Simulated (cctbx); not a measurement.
## Diagnosing a refinement

Cell a = 5.9410 Å, b = 5.9410 Å, c = 4.7190 Å, α = 90.00°, β = 90.00°, γ = 120.00°; space group P-6m2 (no. 187). The compound is KLuRh4.

Simulated single-crystal data (cctbx): Mo Kα, λ = 0.71073 Å, to d = 0.65 Å, 80 % of the full sphere, strongest reflection 70000 counts, noise from counting, a 2 % proportional error and a noise floor of 8 counts (s.d.); no absorption, and some extinction, which the refinements don't model.

An isotropic refinement with weights 1/σ² prints:

```text
Rint 0.018, 254 unique reflections to 0.65 A
cycle     R1     wR2    GooF  max shift (A)
   1  0.7108  0.9231  76.851   0.34956
  10  0.5975  0.8356  69.570   0.09947
final R1 0.5134 wR2 0.7233 GooF 60.216  parameters 5  data/parameter 50.8
atom        x        y        z      Ueq    occ   su(xyz)  su(Uiso or U11)
Lu1    0.00000  0.00000  0.00000   0.0164  1.000  0.00000  0.0234
Rh1    0.33105 -0.33790  0.50000   0.0055  1.000  0.03687  0.0039
Rh2    0.66667  0.33333  0.00000   0.0001  1.000  0.00000  0.0188
K1     0.33333  0.66667  0.00000   0.9243  1.000  0.00000  3.4517
difference map: max 626.55 min -258.62 rms 27.37
Q1    0.3333  0.6667  0.5000    1  657.67  0.02 A from Rh1
Q2    0.3313  0.1657  0.0000    3  418.55  1.70 A from Lu1
Q3    0.0000  0.0000  0.5000    1  309.30  2.36 A from Lu1
Q4    0.6667  0.3333  0.5000    1  275.66  2.36 A from Rh2
Q5    0.3347  0.1673  0.5000    3  182.82  2.91 A from Rh2
Q6    0.0013  0.5006  0.0000    3  126.95  1.71 A from K1
```

Q: Accept it or mend it, and why?

Mend it. The fault: start far from the minimum. Against the right model at the same level, R1 goes from 0.0060 to 0.5134 and GooF from 1.07 to 60.22 and the top difference peak, 657.7 e/Å³, lies on Rh1. Least squares finds the nearest minimum, not the best. The fit had not settled when the cycles ran out.

The compound is KLuRh4. The right model at the same level gives:

```text
Rint 0.018, 254 unique reflections to 0.65 A
cycle     R1     wR2    GooF  max shift (A)
   1  0.2135  0.5023  41.815   0.07838
   3  0.0060  0.0128   1.070   0.00000
final R1 0.0060 wR2 0.0128 GooF 1.070  parameters 5  data/parameter 50.8
atom        x        y        z      Ueq    occ   su(xyz)  su(Uiso or U11)
Lu1    0.00000  0.00000  0.00000   0.0036  1.000  0.00000  0.0000
Rh1    0.50108  0.00215  0.50000   0.0043  1.000  0.00004  0.0000
Rh2    0.66667  0.33333  0.00000   0.0043  1.000  0.00000  0.0001
K1     0.33333  0.66667  0.00000   0.0053  1.000  0.00000  0.0001
difference map: max 0.26 min -0.93 rms 0.11
Q1    0.6251  0.2503  0.4142    6    0.28  1.34 A from Rh1
Q2    0.1584  0.5792  0.2005    6    0.24  1.31 A from K1
Q3    0.2476  0.4953  0.2914    6    0.22  1.63 A from K1
Q4    0.1557  0.3114  0.2231    6    0.22  1.92 A from Lu1
Q5    0.2484  0.1242  0.2204    6    0.20  1.65 A from Lu1
Q6    0.3333  0.6667  0.5000    1    0.20  1.73 A from Rh1
```

Isotropic U is held between 0.0001 and 1 Å² by the program, and listed peak heights are interpolated, so they can pass the grid's maximum.

The model was made for the exercise: a known structure type with other elements put in, its volume estimated, not relaxed; displacement parameters are assumed.

[Middle refinement cycles are left out of these outputs.]

[Logs are printed without paths, hosts, clocks, repeated set-up lines and the standing remarks that a program may print on its own settings, such as how far it seeks lower states.]
